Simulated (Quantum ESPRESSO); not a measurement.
# Al(110), stepped through the number of layers, part 5 of 8

What law, if any, do the results for Al(110) follow against the number of layers?

Quantum ESPRESSO 7.5; plane-wave DFT, PBE, GBRV ultrasoft pseudopotentials.

So far. Step 5 (Self-consistent run, 4 layers): Inside the slab this potential holds the local part of the pseudopotentials, which can be repulsive at the nuclei; only its value in the vacuum has a meaning of its own. Step 6 (Relaxation with pw.x, 5 layers): The relaxation lowers the energy by 4 meV an atom. On the free atoms the largest force ends at 0.015 eV/Å.

### Step 7. Ground state, 5 layers

Contents of m1.esm.in:

```
&control
  prefix = 'm1.esm'
  outdir = './out'
  pseudo_dir = './pseudo'
  calculation = 'scf'
  tprnfor = .true.
/
&system
  ibrav = 0
  nat = 5
  ntyp = 1
  ecutwfc = 40
  ecutrho = 200
  occupations = 'smearing'
  smearing = 'mv'
  degauss = 0.02
  assume_isolated = 'esm'
  esm_bc = 'bc1'
/
&electrons
  conv_thr = 1e-08
  mixing_beta = 0.25
  electron_maxstep = 160
  mixing_mode = 'local-TF'
  mixing_ndim = 12
/
ATOMIC_SPECIES
  Al  26.9815  al_pbe_v1.uspp.F.UPF
CELL_PARAMETERS angstrom
  4.03954959800000 0.00000000000000 0.00000000000000
  0.00000000000000 2.85639291368519 0.00000000000000
  0.00000000000000 0.00000000000000 21.67150028860495
ATOMIC_POSITIONS crystal
  Al  0.000000000000 0.000000000000 -0.128696688000
  Al  0.500000000000 0.500000000000 -0.066712843100
  Al  0.000000000000 0.000000000000 0.000000000000
  Al  0.500000000000 0.500000000000 0.066712843100
  Al  0.000000000000 0.000000000000 0.128696688000
K_POINTS automatic
  8 12 1 0 0 0
```

Command:

```console
$ OMP_NUM_THREADS=1 mpirun -n 4 pw.x -nk 4 -in m1.esm.in > m1.esm.out
```

What it wrote:

```text
[banner, memory and clock lines left out]
Program PWSCF v.7.5 starts
[...]
Message from routine setup:
[...]
number of electrons       =        15.00
     number of Kohn-Sham states=           12
     kinetic-energy cutoff     =      40.0000  Ry
     charge density cutoff     =     200.0000  Ry
[...]
number of k points=    35  Marzari-Vanderbilt smearing, width (Ry)=  0.0200
[...]
Dense  grid:    80463 G-vectors     FFT dimensions: (  36,  25, 192)
[...]
negative rho (up, down):  1.916E-04 0.000E+00
     Starting wfcs are   20 randomized atomic wfcs
[...]
negative rho (up, down):  7.914E-06 0.000E+00
[...]
estimated scf accuracy    <       0.23664016 Ry
[...]
negative rho (up, down):  2.282E-05 0.000E+00
[...]
estimated scf accuracy    <       0.24988165 Ry
[...]
negative rho (up, down):  1.730E-05 0.000E+00
[...]
estimated scf accuracy    <       0.27832576 Ry
[...]
negative rho (up, down):  2.617E-05 0.000E+00
[...]
estimated scf accuracy    <       0.03352387 Ry
[...]
negative rho (up, down):  9.997E-06 0.000E+00
[...]
estimated scf accuracy    <       0.02855513 Ry
[...]
negative rho (up, down):  3.194E-06 0.000E+00
[...]
estimated scf accuracy    <       0.03074091 Ry
[...]
negative rho (up, down):  1.554E-05 0.000E+00
[...]
estimated scf accuracy    <       0.02508217 Ry
[...]
negative rho (up, down):  2.441E-04 0.000E+00
[...]
estimated scf accuracy    <       0.04889477 Ry
[...]
negative rho (up, down):  2.009E-04 0.000E+00
[...]
estimated scf accuracy    <       0.00597324 Ry
[...]
negative rho (up, down):  6.636E-04 0.000E+00
[...]
estimated scf accuracy    <       0.00702786 Ry
[...]
negative rho (up, down):  5.425E-03 0.000E+00
[...]
estimated scf accuracy    <       0.00821947 Ry
[...]
negative rho (up, down):  5.364E-03 0.000E+00
[...]
estimated scf accuracy    <       0.04363234 Ry
[...]
negative rho (up, down):  3.868E-03 0.000E+00
[...]
estimated scf accuracy    <       0.03983665 Ry
[...]
negative rho (up, down):  1.932E-03 0.000E+00
[...]
estimated scf accuracy    <       0.00918751 Ry
[...]
negative rho (up, down):  7.158E-04 0.000E+00
[...]
estimated scf accuracy    <       0.00153413 Ry
[...]
negative rho (up, down):  4.210E-04 0.000E+00
[...]
estimated scf accuracy    <       0.00077937 Ry
[...]
negative rho (up, down):  3.030E-04 0.000E+00
[...]
estimated scf accuracy    <       0.00003531 Ry
[...]
negative rho (up, down):  2.804E-04 0.000E+00
[...]
estimated scf accuracy    <       0.00016832 Ry
[...]
negative rho (up, down):  3.221E-04 0.000E+00
[...]
estimated scf accuracy    <       0.00010453 Ry
[...]
negative rho (up, down):  2.435E-04 0.000E+00
[...]
estimated scf accuracy    <       0.00016098 Ry
[...]
negative rho (up, down):  1.835E-04 0.000E+00
[...]
estimated scf accuracy    <       0.00005111 Ry
[...]
negative rho (up, down):  2.466E-04 0.000E+00
[...]
estimated scf accuracy    <       0.00002465 Ry
[...]
negative rho (up, down):  2.424E-04 0.000E+00
[...]
estimated scf accuracy    <       0.00002102 Ry
[...]
negative rho (up, down):  2.362E-04 0.000E+00
[...]
estimated scf accuracy    <       0.00000210 Ry
[...]
negative rho (up, down):  2.345E-04 0.000E+00
[...]
estimated scf accuracy    <       0.00000255 Ry
[...]
negative rho (up, down):  2.222E-04 0.000E+00
[...]
estimated scf accuracy    <       0.00000129 Ry
[...]
negative rho (up, down):  2.237E-04 0.000E+00
[...]
estimated scf accuracy    <       0.00001023 Ry
[...]
negative rho (up, down):  2.234E-04 0.000E+00
[...]
estimated scf accuracy    <       0.00001014 Ry
[...]
negative rho (up, down):  2.236E-04 0.000E+00
[...]
estimated scf accuracy    <       0.00001874 Ry
[...]
negative rho (up, down):  2.246E-04 0.000E+00
[...]
estimated scf accuracy    <       0.00001912 Ry
[...]
negative rho (up, down):  2.296E-04 0.000E+00
[...]
estimated scf accuracy    <       0.00001901 Ry
[...]
negative rho (up, down):  2.301E-04 0.000E+00
[...]
estimated scf accuracy    <       0.00002124 Ry
[...]
negative rho (up, down):  2.233E-04 0.000E+00
[...]
estimated scf accuracy    <       0.00001788 Ry
[...]
negative rho (up, down):  2.228E-04 0.000E+00
[...]
estimated scf accuracy    <       0.00002080 Ry
[...]
negative rho (up, down):  2.255E-04 0.000E+00
[...]
estimated scf accuracy    <       0.00002240 Ry
[...]
negative rho (up, down):  2.231E-04 0.000E+00
[...]
estimated scf accuracy    <       0.00002106 Ry
[...]
negative rho (up, down):  2.201E-04 0.000E+00
[...]
estimated scf accuracy    <       0.00002063 Ry
[...]
negative rho (up, down):  2.230E-04 0.000E+00
[...]
estimated scf accuracy    <       0.00000679 Ry
[...]
negative rho (up, down):  2.245E-04 0.000E+00
[...]
estimated scf accuracy    <       0.00000004 Ry
[...]
negative rho (up, down):  2.242E-04 0.000E+00
[...]
estimated scf accuracy    <       0.00000005 Ry
[...]
negative rho (up, down):  2.246E-04 0.000E+00
[...]
estimated scf accuracy    <       0.00000001 Ry
[...]
negative rho (up, down):  2.245E-04 0.000E+00
[...]
estimated scf accuracy    <       0.00000002 Ry
[...]
negative rho (up, down):  2.246E-04 0.000E+00
[...]
estimated scf accuracy    <       0.00000002 Ry
[...]
negative rho (up, down):  2.228E-04 0.000E+00
[...]
the Fermi energy is    -4.0263 ev
!    total energy              =     -33.43858038 Ry
     estimated scf accuracy    <          1.9E-09 Ry
     smearing contrib. (-TS)   =       0.00087351 Ry
     internal energy E=F+TS    =     -33.43945388 Ry
[...]
one-electron contribution =     324.50395308 Ry
     hartree contribution      =    -161.35758807 Ry
     xc contribution           =     -21.18859417 Ry
     ewald contribution        =    -175.39722474 Ry
     convergence has been achieved in  44 iterations
     negative rho (up, down):  2.228E-04 0.000E+00
[...]
Total force =     0.000851     Total SCF correction =     0.000055
[...]
```

Run time: 73 s. Hardware: 4 MPI ranks of Arm Neoverse V1, shared host; peak memory 0.46 GiB.

This step gave:

| Property | Result |
| --- | --- |
| Fermi energy | -4.026 eV |
| vacuum line at the lower end of the cell, over the Fermi level | 4.026 eV |
| vacuum line at the upper end of the cell, over the Fermi level | 4.026 eV |

Inside the slab this potential holds the local part of the pseudopotentials, which can be repulsive at the nuclei; only its value in the vacuum has a meaning of its own.

(Part 5 of 8 ends here.)

[Logs are printed without paths, hosts, clocks, repeated set-up lines and the standing remarks that a program may print on its own settings, such as how far it seeks lower states.]

[Hosts, paths, dates, database ids (printed as entryN), source tags and the programs' standing remarks are cut or masked in the printed files.]

[Maps of the electrostatic potential energy from Ansatz leave out the sawtooth potential of an applied field or a dipole correction, so their vacuum need not be flat; planar profiles and work functions include it.]
